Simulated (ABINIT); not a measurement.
# Completion of the band sum in GW: BaH2 (P6_3/mmc)

Aim: few bands, with and without a completion of the sum over empty states, for BaH2 (P6_3/mmc).

Main program and level: ABINIT 10.8.3; PBEsol and many-body steps on it, plane waves.

### Step 1. The structure

The structure is hexagonal, space group P6_3/mmc (No. 194). The conventional cell has a = 4.462 Å, b = 4.462 Å, c = 6.055 Å, α = 90.00°, β = 90.00°, γ = 120.00°. Ba has 11 H at 2.58 to 3.03 Å nearest. Nearest to H lie 5 Ba at 2.58 to 3.03 Å and 6 H at 2.99 Å. Nearest to H lie 6 Ba at 2.99 Å and 8 H at 2.99 to 3.03 Å. Farther neighbours, and contacts between anions beyond the nearest, are not listed.

The cell and positions are those that the Materials Project relaxed with its own functionals (PBE, PBE+U or r2SCAN), kept fixed.

### Step 2. Empty states on the mesh, 3×3×2 mesh, 355 bands

This step: ABINIT 10.8.3; DFT, PBEsol, plane waves, norm-conserving pseudopotentials.

The sums over transitions need many empty states on a uniform mesh; this step solves for them.

run.abi

```
acell 3*1.0 Angstrom
rprim 
  4.462025052349 0.000000000014 0.000000000000
  -2.231012526186 3.864227047650 0.000000000000
  0.000000000000 0.000000000000 6.055292590000
ntypat 2
znucl 56 1
natom 6
typat 1 1 2 2 2 2
xred 
  0.666666666667 0.333333333333 0.750000000000
  0.333333333333 0.666666666667 0.250000000000
  0.333333333333 0.666666666667 0.750000000000
  0.666666666667 0.333333333333 0.250000000000
  -0.000000000000 -0.000000000000 0.500000000000
  -0.000000000000 -0.000000000000 0.000000000000
pp_dirpath "pseudos"
pseudos "Ba.upf, H.upf"
ecut 32
ngkpt 3 3 2
nshiftk 1
shiftk 0 0 0
kptopt 1
chksymbreak 0
iscf -2
irdden 1
istwfk *1
nband 355
nbdbuf 32
tolwfr 1e-09
nstep 60
prtvol 0
indata_prefix "in"
outdata_prefix "out"
tmpdata_prefix "tmp"
```

Launch:

```
$ OMP_NUM_THREADS=1 mpirun -n 8 abinit run.abi > log
```

Log:

```text
.Version 10.8.3 of ABINIT. v10.8.2 released Aug 2026.

 Symmetries : space group P6_3/m m c (#194); Bravais hP (primitive hexag.)
[... echo of the input left out ...]
== DATASET  1 ==================================================================
-   mpi_nproc: 8, omp_nthreads: 1 (-1 if OMP is not activated)
-    --> not optimal distribution: autoparal keyword recommended in input file <--

--- !DatasetInfo
iteration_state: {dtset: 1, }
dimensions: {natom: 6, nkpt: 6, mband: 355, nsppol: 1, nspinor: 1, nspden: 1, mpw: 6126, }
cutoff_energies: {ecut:  32.0, pawecutdg:  -1.0, }
[...]
4.47534    4.47761    4.47761    4.48411    4.48411    4.50484    4.50485    4.51906
   4.53396    4.53692    4.53719    4.53945    4.55032    4.55465    4.55899    4.56368
   4.56689    4.58260    4.60173
 prteigrs : prtvol=0 or 1, do not print more k-points.

== END DATASET(S) ==============================================================
================================================================================

 -outvars: echo values of variables after computation  --------
            nband         355
             nkpt           6
          spgroup         194
 [... the other variables as echoed above ...]

 Calculation completed.
```

Wall time 2.2 min (8 MPI ranks of Intel Xeon Platinum 8488C (Sapphire Rapids), shared host); peak memory 0.87 GiB.

Read from the output:

| Quantity | Value |
| --- | --- |
| gap | 1.473 eV |
| k of the valence top | 0, 0, 0 |
| k of the conduction bottom | 0.3333, 0.3333, 0.5 |
| least direct gap | 2.725 eV |
| k points computed | 6 |
| lowest point of the top converged band, above the valence top | 110.8056 eV |

On this mesh the gap is 1.473 eV.

The density comes from a self-consistent run that is not shown.

### Step 3. Screening, 3×3×2 mesh, 323 bands, screening to 190.5 eV

The RPA dielectric matrix is built and inverted for each q.

This step: RPA screening on PBEsol, plane waves, norm-conserving pseudopotentials.

Edit run.abi of step 2 so:

```diff
@@ -24,10 +24,11 @@
 chksymbreak 0
-iscf -2
-irdden 1
 istwfk *1
-nband 355
-nbdbuf 32
-tolwfr 1e-09
-nstep 60
-prtvol 0
+occopt 1
+irdwfk 1
+optdriver 3
+nband 323
+ecuteps 7
+inclvkb 2
+awtr 1
+symchi 1
 indata_prefix "in"
```

Log:

```text
.Version 10.8.3 of ABINIT. v10.8.2 released Aug 2026.

 Symmetries : space group P6_3/m m c (#194); Bravais hP (primitive hexag.)
[... echo of the input left out ...]
== DATASET  1 ==================================================================
-   mpi_nproc: 8, omp_nthreads: 1 (-1 if OMP is not activated)

--- !DatasetInfo
iteration_state: {dtset: 1, }
dimensions: {natom: 6, nkpt: 6, mband: 323, nsppol: 1, nspinor: 1, nspden: 1, mpw: 6126, }
cutoff_energies: {ecut:  32.0, pawecutdg:  -1.0, }
electrons: {nelect:   2.40000000E+01, charge:   0.00000000E+00, occopt:   1.00000000E+00, tsmear:   1.00000000E-02, }

 SCREENING: Calculation of the susceptibility and dielectric matrices

 Based on a program developped by R.W. Godby, V. Olevano, G. Onida, and L. Reining.
 Incorporated in ABINIT by V. Olevano, G.-M. Rignanese, and M. Torrent.
.Using double precision arithmetic ; gwpc =  8

[... cell and pseudopotentials left out ...]
--------------------------------------------------------------------------------

 ==== K-mesh for the wavefunctions ====
 Number of points in the irreducible wedge :     6
[... list of points left out ...]
 Together with 24 symmetry operations and time-reversal symmetry
 yields    18 points in the full Brillouin Zone.

 ==== Q-mesh for the screening function ====
 Number of points in the irreducible wedge :     6
[... list of points left out ...]
 Together with 24 symmetry operations and time-reversal symmetry
 yields    18 points in the full Brillouin Zone.

 setmesh: FFT mesh size selected  =    32x   32x   48
          total number of points  =        49152

 vcoul_init : cutoff-mode = AUXILIARY_FUNCTION
 q-points for optical limit:   1
     1)      0.000010    0.000020    0.000030

- screening: taking advantage of time-reversal symmetry
- Maximum band index for partially occupied states nbvw = 12
- Remaining bands to be divided among processors   nbcw = 311
- Number of bands treated by each node ~38

 Number of electrons calculated from density =   24.0000; Expected =   24.0000
 average of density, n =  0.034063
 r_s =    1.9137
 omega_plasma =   17.8032 [eV]

 calculating chi0 at frequencies [eV] :
  1    0.000000E+00    0.000000E+00
  2    0.000000E+00    1.780320E+01

--------------------------------------------------------------------------------
  q-point number  1        q = ( 0.000000, 0.000000, 0.000000) [r.l.u.]
--------------------------------------------------------------------------------
[... chi0 elements left out ...]
 For q-point:  0.000010 0.000020 0.000030
  dielectric constant =   5.8417
  dielectric constant without local fields =   6.5046

  Average fulfillment of the sum rule on Im[epsilon] for q-point    1 :     99.32  [%]
[... wings left out ...]
  q-point number  2        q = ( 0.333333, 0.000000, 0.000000) [r.l.u.]
--------------------------------------------------------------------------------
[... chi0 elements left out ...]
  Average fulfillment of the sum rule on Im[epsilon] for q-point    2 :    101.98  [%]

 [... 4 further q-points ...]
```

Elapsed: 46 s, on 8 MPI ranks; peak memory 3.2 GiB; 6.1 min of CPU time.

Read from the output:

```
ε∞ with local fields, on this mesh    : 5.842
ε∞ without local fields, on this mesh : 6.505
plasma frequency                      : 17.80 eV
plane waves in the screening matrix   : 601
```

Local fields lower ε∞ by 10 %. On a Γ-centred mesh this coarse the value itself is usually too large, while a short band sum pulls it down.

### Step 4. 323 bands

The self-energy is evaluated for the states that the input lists, and the quasiparticle equation is solved.

This step: G0W0 on PBEsol, plane waves, norm-conserving pseudopotentials.

Edit run.abi of step 3 so:

```diff
@@ -27,8 +27,17 @@
 irdwfk 1
-optdriver 3
+optdriver 4
 nband 323
+gwcalctyp 0
+ecutsigx 32
+symsigma 1
+nkptgw 2
+kptgw 
+  0.0000000000 0.0000000000 0.0000000000
+  0.3333333333 0.3333333333 0.5000000000
+bdgw 
+  11 14
+  11 14
 ecuteps 7
-inclvkb 2
-awtr 1
-symchi 1
+irdscr 1
+ppmodel 1
 indata_prefix "in"
```

Log:

```text
.Version 10.8.3 of ABINIT. v10.8.2 released Aug 2026.

 Symmetries : space group P6_3/m m c (#194); Bravais hP (primitive hexag.)
[... echo of the input left out ...]
== DATASET  1 ==================================================================
-   mpi_nproc: 8, omp_nthreads: 1 (-1 if OMP is not activated)

--- !DatasetInfo
iteration_state: {dtset: 1, }
dimensions: {natom: 6, nkpt: 6, mband: 323, nsppol: 1, nspinor: 1, nspden: 1, mpw: 6126, }
cutoff_energies: {ecut:  32.0, pawecutdg:  -1.0, }
electrons: {nelect:   2.40000000E+01, charge:   0.00000000E+00, occopt:   1.00000000E+00, tsmear:   1.00000000E-02, }

 SIGMA: Calculation of the GW corrections

 Based on a program developped by R.W. Godby, V. Olevano, G. Onida, and L. Reining.
 Incorporated in ABINIT by V. Olevano, G.-M. Rignanese, and M. Torrent.
.Using double precision arithmetic ; gwpc =  8

[... cell and pseudopotentials left out ...]
--------------------------------------------------------------------------------

 ==== K-mesh for the wavefunctions ====
 Number of points in the irreducible wedge :     6
[... list of points left out ...]
 Together with 24 symmetry operations and time-reversal symmetry
 yields    18 points in the full Brillouin Zone.

 ==== Q-mesh for screening function ====
 Number of points in the irreducible wedge :     6
[... list of points left out ...]
 Together with 24 symmetry operations and time-reversal symmetry
 yields    18 points in the full Brillouin Zone.

 vcoul_init : cutoff-mode = AUXILIARY_FUNCTION
 q-points for optical limit:   1
     1)      0.000010    0.000020    0.000030
 setmesh: FFT mesh size selected  =    40x   40x   60
          total number of points  =        96000

 Number of electrons calculated from density =   24.0000; Expected =   24.0000
 average of density, n =  0.034063
 r_s =    1.9137
 omega_plasma =   17.8032 [eV]

 === KS Band Gaps ===
  >>>> For spin  1
   Minimum direct gap =   2.7256 [eV], located at k-point      :   0.0000  0.0000  0.0000
   Fundamental gap    =   1.4734 [eV], Top of valence bands at :   0.0000  0.0000  0.0000
                                       Bottom of conduction at :   0.3333  0.3333  0.5000
 SIGMA fundamental parameters:
 PLASMON POLE MODEL  1
 number of plane-waves for SigmaX                 6089
 number of plane-waves for SigmaC and W            601
 number of plane-waves for wavefunctions          6089
 number of bands                                   323
 number of independent spin polarizations            1
 number of spinorial components                      1
 number of k-points in IBZ                           6
 number of q-points in IBZ                           6
 number of symmetry operations                      24
 number of k-points in BZ                           18
 number of q-points in BZ                           18
 number of frequencies for dSigma/dE                 9
 frequency step for dSigma/dE [eV]                0.25
 number of omega for Sigma on real axis              0
 max omega for Sigma on real axis  [eV]           0.00
 zcut for avoiding poles [eV]                     0.10

 EPSILON^-1 parameters (SCR file):
 dimension of the eps^-1 matrix on file            601
 dimension of the eps^-1 matrix used               601
 number of plane-waves for wavefunctions          6089
 number of bands                                   323
 number of q-points in IBZ                           6
 number of frequencies                               2
 number of real frequencies                          1
 number of imag frequencies                          1

 matrix elements of self-energy operator (all in [eV])

 Perturbative Calculation

--- !SelfEnergy_ee
iteration_state: {dtset: 1, }
kpoint     : [   0.000,    0.000,    0.000, ]
spin       : 1
KS_gap     :    2.726
QP_gap     :    4.348
Delta_QP_KS:    1.623
data: !SigmaeeData |
     Band     E0 <VxcDFT>   SigX SigC(E0)      Z dSigC/dE  Sig(E)    E-E0       E
       11   3.623 -10.601 -13.543   1.572   0.771  -0.297 -11.657  -1.056   2.567
       12   4.131 -10.778 -13.538   1.392   0.774  -0.293 -11.837  -1.059   3.072
       13   6.857  -9.229  -4.726  -3.808   0.812  -0.231  -8.664   0.564   7.421
       14   6.857  -9.229  -4.726  -3.808   0.812  -0.231  -8.664   0.564   7.421

--- !SelfEnergy_ee
iteration_state: {dtset: 1, }
kpoint     : [   0.333,    0.333,    0.500, ]
spin       : 1
KS_gap     :    3.017
QP_gap     :    4.676
Delta_QP_KS:    1.658
data: !SigmaeeData |
     Band     E0 <VxcDFT>   SigX SigC(E0)      Z dSigC/dE  Sig(E)    E-E0       E
       11   2.587 -11.072 -14.405   1.863   0.773  -0.294 -12.208  -1.137   1.451
       12   2.587 -11.072 -14.405   1.863   0.773  -0.294 -12.208  -1.137   1.451
       13   5.605  -8.695  -4.279  -3.774   0.813  -0.230  -8.173   0.522   6.126
       14   5.605  -8.695  -4.279  -3.774   0.813  -0.230  -8.173   0.522   6.126

== END DATASET(S) ==============================================================
================================================================================

 -outvars: echo values of variables after computation  --------
           etotal      0.0000000000E+00
            nband         323
             nkpt           6
          spgroup         194
 [... the other variables as echoed above ...]

 Calculation completed.
```

Run time: 34 s. Hardware: 8 MPI ranks; peak memory 3.6 GiB; 4.6 min of CPU time.

This step gave:

```
G0W0 gap on the mesh                         : 3.054 eV
starting gap on the mesh                     : 1.473 eV
k of the valence top                         : 0, 0, 0
k of the conduction bottom                   : 0.3333, 0.3333, 0.5
Z at the valence top                         : 0.774
Z at the conduction bottom                   : 0.813
least direct G0W0 gap on the computed points : 4.349 eV
```

The gap on the mesh goes from 1.47 eV to 3.05 eV, a correction of +1.58 eV.

### Step 5. Screening, 3×3×2 mesh, 39 bands, screening to 190.5 eV

This step: RPA screening on PBEsol, plane waves, norm-conserving pseudopotentials.

Edit run.abi of step 4 so:

```diff
@@ -27,17 +27,8 @@
 irdwfk 1
-optdriver 4
-nband 323
-gwcalctyp 0
-ecutsigx 32
-symsigma 1
-nkptgw 2
-kptgw 
-  0.0000000000 0.0000000000 0.0000000000
-  0.3333333333 0.3333333333 0.5000000000
-bdgw 
-  11 14
-  11 14
+optdriver 3
+nband 39
 ecuteps 7
-irdscr 1
-ppmodel 1
+inclvkb 2
+awtr 1
+symchi 1
 indata_prefix "in"
```

Log:

```text
.Version 10.8.3 of ABINIT. v10.8.2 released Aug 2026.

 Symmetries : space group P6_3/m m c (#194); Bravais hP (primitive hexag.)
[... echo of the input left out ...]
== DATASET  1 ==================================================================
-   mpi_nproc: 8, omp_nthreads: 1 (-1 if OMP is not activated)

--- !DatasetInfo
iteration_state: {dtset: 1, }
dimensions: {natom: 6, nkpt: 6, mband: 39, nsppol: 1, nspinor: 1, nspden: 1, mpw: 6126, }
cutoff_energies: {ecut:  32.0, pawecutdg:  -1.0, }
electrons: {nelect:   2.40000000E+01, charge:   0.00000000E+00, occopt:   1.00000000E+00, tsmear:   1.00000000E-02, }

 SCREENING: Calculation of the susceptibility and dielectric matrices

 Based on a program developped by R.W. Godby, V. Olevano, G. Onida, and L. Reining.
 Incorporated in ABINIT by V. Olevano, G.-M. Rignanese, and M. Torrent.
.Using double precision arithmetic ; gwpc =  8

[... cell and pseudopotentials left out ...]
--------------------------------------------------------------------------------

 ==== K-mesh for the wavefunctions ====
 Number of points in the irreducible wedge :     6
[... list of points left out ...]
 Together with 24 symmetry operations and time-reversal symmetry
 yields    18 points in the full Brillouin Zone.

 ==== Q-mesh for the screening function ====
 Number of points in the irreducible wedge :     6
[... list of points left out ...]
 Together with 24 symmetry operations and time-reversal symmetry
 yields    18 points in the full Brillouin Zone.

 setmesh: FFT mesh size selected  =    32x   32x   48
          total number of points  =        49152

 vcoul_init : cutoff-mode = AUXILIARY_FUNCTION
 q-points for optical limit:   1
     1)      0.000010    0.000020    0.000030

- screening: taking advantage of time-reversal symmetry
- Maximum band index for partially occupied states nbvw = 12
- Remaining bands to be divided among processors   nbcw = 27
- Number of bands treated by each node ~3

 Number of electrons calculated from density =   24.0000; Expected =   24.0000
 average of density, n =  0.034063
 r_s =    1.9137
 omega_plasma =   17.8032 [eV]

 calculating chi0 at frequencies [eV] :
  1    0.000000E+00    0.000000E+00
  2    0.000000E+00    1.780320E+01

--------------------------------------------------------------------------------
  q-point number  1        q = ( 0.000000, 0.000000, 0.000000) [r.l.u.]
--------------------------------------------------------------------------------
[... chi0 elements left out ...]
 For q-point:  0.000010 0.000020 0.000030
  dielectric constant =   5.7978
  dielectric constant without local fields =   6.4808

  Average fulfillment of the sum rule on Im[epsilon] for q-point    1 :     51.39  [%]
[... wings left out ...]
  q-point number  2        q = ( 0.333333, 0.000000, 0.000000) [r.l.u.]
--------------------------------------------------------------------------------
[... chi0 elements left out ...]
  Average fulfillment of the sum rule on Im[epsilon] for q-point    2 :     68.33  [%]

 [... 4 further q-points ...]
```

The job ended after 7.1 s (8 MPI ranks; peak memory 1.8 GiB).

This step gave:

```yaml
eps_infinity_with_local_fields_on_this_mesh: 5.798
eps_infinity_without_local_fields_on_this_mesh: 6.481
plasma_frequency: 17.80 eV
plane_waves_in_the_screening_matrix: 601
```

[end of part 1 of 2]

[Long decimals in the printed logs are rounded to 6 places.]

[Logs are printed without paths, hosts, clocks, repeated set-up lines and the standing remarks that a program may print on its own settings, such as how far it seeks lower states.]

[Paths, hosts, dates, memory and timing lines, banners, echoed tables and standing remarks are left out of the program output; an Ansatz launch command may be rebuilt from the run's recorded settings. Measured values are a selection of at most five: reports struck by readers or far from the other reports are left out. None is set beside runs whose start may be inverted or whose files or cutoffs have a known fault.]

[Runs of the session that timed out or met a known fault of the program may be left out.]

[Hosts, paths, dates, database ids (printed as entryN), source tags and the programs' standing remarks are cut or masked in the printed files.]

[G0W0 gaps are taken among the corrected bands and points alone; a level outside them can change the order at an edge.]

[Where Ansatz stands beside ABINIT at settings called matched, ABINIT's density can come from a denser mesh and the files from another edition; pairs whose starting gaps differed by over 0.03 eV were left out, so agreement reads better than it is.]
